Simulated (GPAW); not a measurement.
**A GW chain in GPAW: SiC (P6_3mc)**

Wanted: ground state, empty states, screening and self-energy for SiC (P6_3mc).

Method: PBE and many-body steps on it, plane waves, in GPAW 26.7.0.

**Experimental background.**

- Gap 3 eV: optical absorption onset, approximate; UV-Vis-NIR transmission; bulk crystal (400 micron semi-insulating 6H-SiC wafer) (“Effects of energetic ion irradiation on WSe2/SiC heterostructures”, 2017, pmc:5482891).

- Gap 3.03 eV: indirect gap, experimental literature value; quoted from earlier experiment; bulk crystal (quoted in “Charge spill-out and work function of few-layer graphene on SiC(0001)”, 2018, arxiv:1806.04908).

- Gap 3.02 eV: band gap at cryogenic temperature; bulk crystal (literature value) (quoted in “Silicon carbide diodes for neutron detection”, 2020, arxiv:2009.14696).

This is a report of a sequence of runs, with most program output left out.

### Step 1. The starting structure

Symmetry: P6_3mc, No. 186, hexagonal system. The conventional cell has a = 3.081 Å, b = 3.081 Å, c = 15.125 Å, α = 90.00°, β = 90.00°, γ = 120.00°. Si has 4 C at 1.88 to 1.90 Å nearest. Nearest to Si lie 4 C at 1.89 Å. Nearest to C lie 4 Si at 1.88 to 1.89 Å. Nearest to C lie 4 Si at 1.89 Å. Nearest to C lie 4 Si at 1.89 to 1.90 Å. Farther neighbours are not listed.

The cell and positions come from the Crystallography Open Database and are kept as given unless a step says otherwise.

### Step 2. Ground state

This step: GPAW 26.7.0; DFT, PBE, plane waves, PAW.

The ground-state density comes first.

File run.py:

```python
import json
import numpy as np
from gpaw.mpi import world
from ase import Atoms
from gpaw import GPAW, PW, FermiDirac

atoms = Atoms(['Si', 'Si', 'Si', 'Si', 'Si', 'Si', 'C', 'C', 'C', 'C', 'C', 'C'],
    cell=[[3.0810000000, 0.0000000000, 0.0000000000],
      [-1.5405000000, 2.6682242691, 0.0000000000],
      [0.0000000000, 0.0000000000, 15.1248000000]],
    scaled_positions=[[0.0000000000, 0.0000000000, 0.0000000000],
      [0.0000000000, 0.0000000000, 0.5000000000],
      [0.3333333333, 0.6666666667, 0.1664000000],
      [0.6666666667, 0.3333333333, 0.6664000000],
      [0.6666666667, 0.3333333333, 0.3329000000],
      [0.3333333333, 0.6666666667, 0.8329000000],
      [0.3333333333, 0.6666666667, 0.0412000000],
      [0.6666666667, 0.3333333333, 0.5412000000],
      [0.6666666667, 0.3333333333, 0.2080000000],
      [0.3333333333, 0.6666666667, 0.7080000000],
      [0.0000000000, 0.0000000000, 0.3746000000],
      [0.0000000000, 0.0000000000, 0.8746000000]],
    pbc=(True, True, True))
calc = GPAW(mode=PW(600),
    xc='PBE',
    kpts={'size': (9, 9, 2), 'gamma': True},
    occupations=FermiDirac(0.001),
    nbands=-12,
    convergence={'density': 1e-6, 'bands': -3},
    maxiter=100,
    txt='gs.txt')
atoms.calc = calc
res = {'energy': atoms.get_potential_energy()}
kpts = calc.get_ibz_k_points()
res['kpts'] = kpts
res['eigenvalues'] = [calc.get_eigenvalues(kpt=k) for k in range(len(kpts))]
res['n_electrons'] = calc.get_number_of_electrons()
calc.write('gs.gpw')

if world.rank == 0:
    with open('result.json', 'w') as f:
        json.dump(res, f, default=lambda x: x.tolist())
```

On the command line:

```
$ mpirun -n 8 gpaw python run.py
```

The job ended after 76 s (8 MPI ranks of Arm Neoverse V1, shared host; peak memory 1.8 GiB).

This step gave:

- total energy: -89.8409 eV
- gap: 2.094 eV
- k of the valence top: 0, 0, 0
- k of the conduction bottom: 0.4444, 0, 0
- least direct gap: 3.167 eV

The gap is indirect, with the least direct gap 1.07 eV higher.

### Step 3. Bands along the symmetry lines

Levels along a band path, at the cheap level, show where the edges lie and whether the meshes to come will hold them.

File run.py:

```python
import json
import numpy as np
from gpaw.mpi import world
from gpaw import GPAW

path = [[0.000000, 0.000000, 0.000000],
    [0.062500, 0.000000, 0.000000],
    [0.125000, 0.000000, 0.000000],
    [0.187500, 0.000000, 0.000000],
    [0.250000, 0.000000, 0.000000],
    [0.312500, 0.000000, 0.000000],
    [0.375000, 0.000000, 0.000000],
    [0.437500, 0.000000, 0.000000],
    [0.500000, 0.000000, 0.000000],
    [0.479167, 0.041667, 0.000000],
    [0.458333, 0.083333, 0.000000],
    [0.437500, 0.125000, 0.000000],
    [0.416667, 0.166667, 0.000000],
    [0.395833, 0.208333, 0.000000],
    [0.375000, 0.250000, 0.000000],
    [0.354167, 0.291667, 0.000000],
    [0.333333, 0.333333, 0.000000],
    [0.291667, 0.291667, 0.000000],
    [0.250000, 0.250000, 0.000000],
    [0.208333, 0.208333, 0.000000],
    [0.166667, 0.166667, 0.000000],
    [0.125000, 0.125000, 0.000000],
    [0.083333, 0.083333, 0.000000],
    [0.041667, 0.041667, 0.000000],
    [0.000000, 0.000000, 0.000000],
    [0.000000, 0.000000, 0.062500],
    [0.000000, 0.000000, 0.125000],
    [0.000000, 0.000000, 0.187500],
    [0.000000, 0.000000, 0.250000],
    [0.000000, 0.000000, 0.312500],
    [0.000000, 0.000000, 0.375000],
    [0.000000, 0.000000, 0.437500],
    [0.000000, 0.000000, 0.500000],
    [0.062500, 0.000000, 0.500000],
    [0.125000, 0.000000, 0.500000],
    [0.187500, 0.000000, 0.500000],
    [0.250000, 0.000000, 0.500000],
    [0.312500, 0.000000, 0.500000],
    [0.375000, 0.000000, 0.500000],
    [0.437500, 0.000000, 0.500000],
    [0.500000, 0.000000, 0.500000],
    [0.479167, 0.041667, 0.500000],
    [0.458333, 0.083333, 0.500000],
    [0.437500, 0.125000, 0.500000],
    [0.416667, 0.166667, 0.500000],
    [0.395833, 0.208333, 0.500000],
    [0.375000, 0.250000, 0.500000],
    [0.354167, 0.291667, 0.500000],
    [0.333333, 0.333333, 0.500000],
    [0.291667, 0.291667, 0.500000],
    [0.250000, 0.250000, 0.500000],
    [0.208333, 0.208333, 0.500000],
    [0.166667, 0.166667, 0.500000],
    [0.125000, 0.125000, 0.500000],
    [0.083333, 0.083333, 0.500000],
    [0.041667, 0.041667, 0.500000],
    [0.000000, 0.000000, 0.500000],
    [0.500000, 0.000000, 0.500000],
    [0.500000, 0.000000, 0.437500],
    [0.500000, 0.000000, 0.375000],
    [0.500000, 0.000000, 0.312500],
    [0.500000, 0.000000, 0.250000],
    [0.500000, 0.000000, 0.187500],
    [0.500000, 0.000000, 0.125000],
    [0.500000, 0.000000, 0.062500],
    [0.500000, 0.000000, 0.000000],
    [0.333333, 0.333333, 0.500000],
    [0.333333, 0.333333, 0.437500],
    [0.333333, 0.333333, 0.375000],
    [0.333333, 0.333333, 0.312500],
    [0.333333, 0.333333, 0.250000],
    [0.333333, 0.333333, 0.187500],
    [0.333333, 0.333333, 0.125000],
    [0.333333, 0.333333, 0.062500],
    [0.333333, 0.333333, 0.000000]]
calc = GPAW('gs.gpw').fixed_density(kpts=path,
    symmetry='off',
    nbands=34,
    convergence={'bands': 30},
    txt='bands.txt')
res = {}
kpts = calc.get_ibz_k_points()
res['kpts'] = kpts
res['eigenvalues'] = [calc.get_eigenvalues(kpt=k) for k in range(len(kpts))]
res['n_electrons'] = calc.get_number_of_electrons()

if world.rank == 0:
    with open('result.json', 'w') as f:
        json.dump(res, f, default=lambda x: x.tolist())
```

On the command line:

```
$ mpirun -n 8 gpaw python run.py
```

Elapsed: 97 s, on 8 MPI ranks; peak memory 2.1 GiB.

This step gave:

- gap: 2.004 eV
- k of the valence top: 0, 0, 0
- k of the conduction bottom: 0.5, 0, 0.1875
- least direct gap: 3.114 eV

The gap is 2.004 eV, −0.090 eV from the run before at this level.

The electronic bands at the labelled points (eV, zero at the top of the highest filled band):

| point | band 21 | band 22 | band 23 | band 24 | band 25 | band 26 | band 27 | band 28 |
| --- | --- | --- | --- | --- | --- | --- | --- | --- |
| Γ | -0.29 | -0.04 | 0.00 | 0.00 | 5.17 | 5.34 | 5.74 | 6.26 |
| halfway | -1.18 | -1.09 | -0.70 | -0.54 | 3.66 | 3.89 | 4.37 | 5.01 |
| M | -1.84 | -1.76 | -1.66 | -1.11 | 2.01 | 2.20 | 3.22 | 3.89 |
| halfway | -2.44 | -2.23 | -2.00 | -1.77 | 2.84 | 3.49 | 4.51 | 4.91 |
| K | -3.14 | -2.21 | -2.08 | -2.08 | 3.48 | 3.48 | 3.74 | 5.04 |
| halfway | -1.78 | -1.73 | -1.30 | -0.72 | 4.78 | 4.86 | 4.97 | 5.05 |
| Γ | -0.29 | -0.04 | 0.00 | 0.00 | 5.17 | 5.34 | 5.74 | 6.26 |
| halfway | -0.20 | -0.20 | -0.02 | -0.02 | 5.19 | 5.30 | 5.82 | 6.16 |
| A | -0.10 | -0.10 | -0.10 | -0.10 | 5.24 | 5.24 | 5.98 | 5.98 |
| halfway | -1.00 | -1.00 | -0.71 | -0.71 | 3.77 | 3.77 | 4.72 | 4.72 |
| L | -1.72 | -1.72 | -1.31 | -1.31 | 2.05 | 2.05 | 3.44 | 3.44 |
| halfway | -2.68 | -2.68 | -1.67 | -1.67 | 3.20 | 3.20 | 4.47 | 4.47 |
| H | -2.63 | -2.63 | -2.27 | -2.27 | 3.67 | 3.67 | 4.31 | 4.31 |
| halfway | -1.96 | -1.96 | -0.85 | -0.85 | 4.73 | 4.73 | 5.12 | 5.12 |
| A | -0.10 | -0.10 | -0.10 | -0.10 | 5.24 | 5.24 | 5.98 | 5.98 |
| jump to L | -1.72 | -1.72 | -1.31 | -1.31 | 2.05 | 2.05 | 3.44 | 3.44 |
| halfway | -2.00 | -1.64 | -1.53 | -1.16 | 2.00 | 2.15 | 3.28 | 3.67 |
| M | -1.84 | -1.76 | -1.66 | -1.11 | 2.01 | 2.20 | 3.22 | 3.89 |
| jump to H | -2.63 | -2.63 | -2.27 | -2.27 | 3.67 | 3.67 | 4.31 | 4.31 |
| halfway | -2.97 | -2.33 | -2.16 | -2.16 | 3.57 | 3.57 | 3.90 | 4.79 |
| K | -3.14 | -2.21 | -2.08 | -2.08 | 3.48 | 3.48 | 3.74 | 5.04 |

### Step 4. Empty states on the mesh, 6×6×2 mesh, 175 bands

The sums over transitions need many empty states on a uniform mesh; this step solves for them.

File run.py:

```python
import json
import numpy as np
from gpaw.mpi import world
from gpaw import GPAW

calc = GPAW('gs.gpw').fixed_density(kpts={'size': (6, 6, 2), 'gamma': True},
    nbands=204,
    convergence={'bands': 175},
    update_fermi_level=True,
    txt='nscf.txt')
calc.write('full.gpw', mode='all')
res = {}
kpts = calc.get_ibz_k_points()
res['kpts'] = kpts
res['eigenvalues'] = [calc.get_eigenvalues(kpt=k) for k in range(len(kpts))]
res['n_electrons'] = calc.get_number_of_electrons()

if world.rank == 0:
    with open('result.json', 'w') as f:
        json.dump(res, f, default=lambda x: x.tolist())
```

On the command line:

```
$ mpirun -n 8 gpaw python run.py
```

Wall time 1.8 min (8 MPI ranks); peak memory 2.2 GiB; 11 min of CPU time.

Numbers from this step:

```yaml
gap: 2.008 eV
k_of_the_valence_top: 0, 0, 0
k_of_the_conduction_bottom: 0.5, 0.5, 0
least_direct_gap: 3.114 eV
k_points_computed: 14
lowest_point_of_the_top_converged_band_above_the_valence_top: 54.5274 eV
```

On this mesh the gap is 2.008 eV.

### Step 5. Screening and self-energy, 6×6×2 mesh, 165 bands, screening to 70 eV

G0W0 replaces the xc potential by the self-energy, built once from these orbitals. Only a window of levels is corrected, while the sums run over the empty bands that the input names.

This step: G0W0 on PBE, plane waves, PAW.

File run.py:

```python
import json
import numpy as np
from gpaw.mpi import world
from gpaw.response.g0w0 import G0W0

gw = G0W0('full.gpw',
    filename='gw',
    kpts=[0, 12],
    bands=(22, 26),
    ecut=70,
    nbands=165,
    integrate_gamma='WS',
    ppa=True)
gw.calculate()
res = {mode: {k: v for k, v in r.items() if k != 'sigma_eskwn'}
       for mode, r in gw.all_results.items()}

if world.rank == 0:
    with open('result.json', 'w') as f:
        json.dump(res, f, default=lambda x: x.tolist())
```

On the command line:

```
$ mpirun -n 8 gpaw python run.py
```

Wall time 5.6 min (8 MPI ranks); peak memory 3.4 GiB; 34 min of CPU time.

Numbers from this step:

```
G0W0 gap on the points computed              : 2.562 eV
least direct G0W0 gap on the computed points : 3.815 eV
Z at the valence top                         : 0.8028
Z at the conduction bottom                   : 0.8240
starting gap on the mesh                     : 2.008 eV
k of the valence top                         : 0, 0, 0
k of the conduction bottom                   : 0.5, 0.5, 0
```

The gap on the mesh goes from 2.01 eV to 2.56 eV, a correction of +0.55 eV. The start differs from the 2.09 eV found before because the two sample other k points.

Limits: finite bands, cutoff and mesh. v1 is the top filled band, c1 the lowest empty one. The levels before and after the correction (eV, zero at the valence-band top of each column):

|  | conduction bottom | valence top |
| --- | --- | --- |
| Kohn-Sham | 2.01 | 0.00 |
| G0W0 | 2.56 | 0.00 |

|  | level | energy (eV) |
| --- | --- | --- |
| Kohn-Sham | Γ v2-v1 | 0.000 |
| Kohn-Sham | Γ c1 | 5.169 |
| Kohn-Sham | Γ c2 | 5.343 |
| Kohn-Sham | (0.5 0.5 0) v2 | -1.663 |
| Kohn-Sham | (0.5 0.5 0) v1 | -1.106 |
| Kohn-Sham | (0.5 0.5 0) c1 | 2.008 |
| Kohn-Sham | (0.5 0.5 0) c2 | 2.198 |
| G0W0 | Γ v2-v1 | 0.000 |
| G0W0 | Γ c1 | 6.087 |
| G0W0 | Γ c2 | 6.263 |
| G0W0 | (0.5 0.5 0) v2 | -1.879 |
| G0W0 | (0.5 0.5 0) v1 | -1.253 |
| G0W0 | (0.5 0.5 0) c1 | 2.562 |
| G0W0 | (0.5 0.5 0) c2 | 2.763 |

### Step 6. Where the time went

Times are wall times on 8 MPI ranks of Arm Neoverse V1, shared host, good to a factor of about two.

| step | time | share | memory (GiB) |
| --- | --- | --- | --- |
| ground state | 76 s | 12 % | 1.8 |
| bands along the symmetry lines | 97 s | 16 % | 2.1 |
| empty states on the mesh | 1.8 min | 17 % | 2.2 |
| screening and self-energy | 5.6 min | 55 % | 3.4 |

### Step 7. Summary of results

```yaml
pbe_gap: 2.00 eV, indirect
g0w0_gap_on_the_mesh: 2.56 eV
gw_settings: 6×6×2 mesh, 165 bands, screening to 70 eV, Godby-Needs plasmon pole
known_limits: not at the basis limit
```

In words: G0W0 moves the gap on the mesh from 2.01 eV to 2.56 eV (+0.55 eV), with Z of 0.80 and 0.82 at the edges. Only 2 of the mesh's irreducible points were corrected, so a valley elsewhere could overtake. The dearest step here is «screening and self-energy». Against experiment, by G0W0@PBE: the gap of 2.56 eV lies −0.44 eV from the measured 3 eV (optical, 2017); the gap of 2.56 eV lies −0.47 eV from the measured 3.03 eV (indirect, quoted 2018); the gap of 2.56 eV lies −0.46 eV from the measured 3.02 eV (kind not stated, quoted 2020). An exciton line or allowed optical edge lies below the quasiparticle gap by the binding energy; a forbidden edge can push the onset above it. The calculation has static nuclei and no excitons; a measured gap holds zero-point and thermal motion, which mostly lowers it. Bands and cutoff are finite, so the gap is not at the basis limit. The miss can reach some tenths of an eV and take either sign; the mesh is an error of its own. These stock PAW sets were not made for GW. In the G0W0 run levels were corrected at 2 k points alone, so a gap called «on the mesh» is the least over those, and an edge elsewhere would be missed.

[Paths, hosts, dates, memory and timing lines, banners, echoed tables and standing remarks are left out of the program output.]

[Logs are printed without paths, hosts, clocks, repeated set-up lines and the standing remarks that a program may print on its own settings, such as how far it seeks lower states.]

[Runs of the session that timed out or met a known fault of the program may be left out.]

[Hosts, paths, dates, database ids (printed as entryN), source tags and the programs' standing remarks are cut or masked in the printed files.]
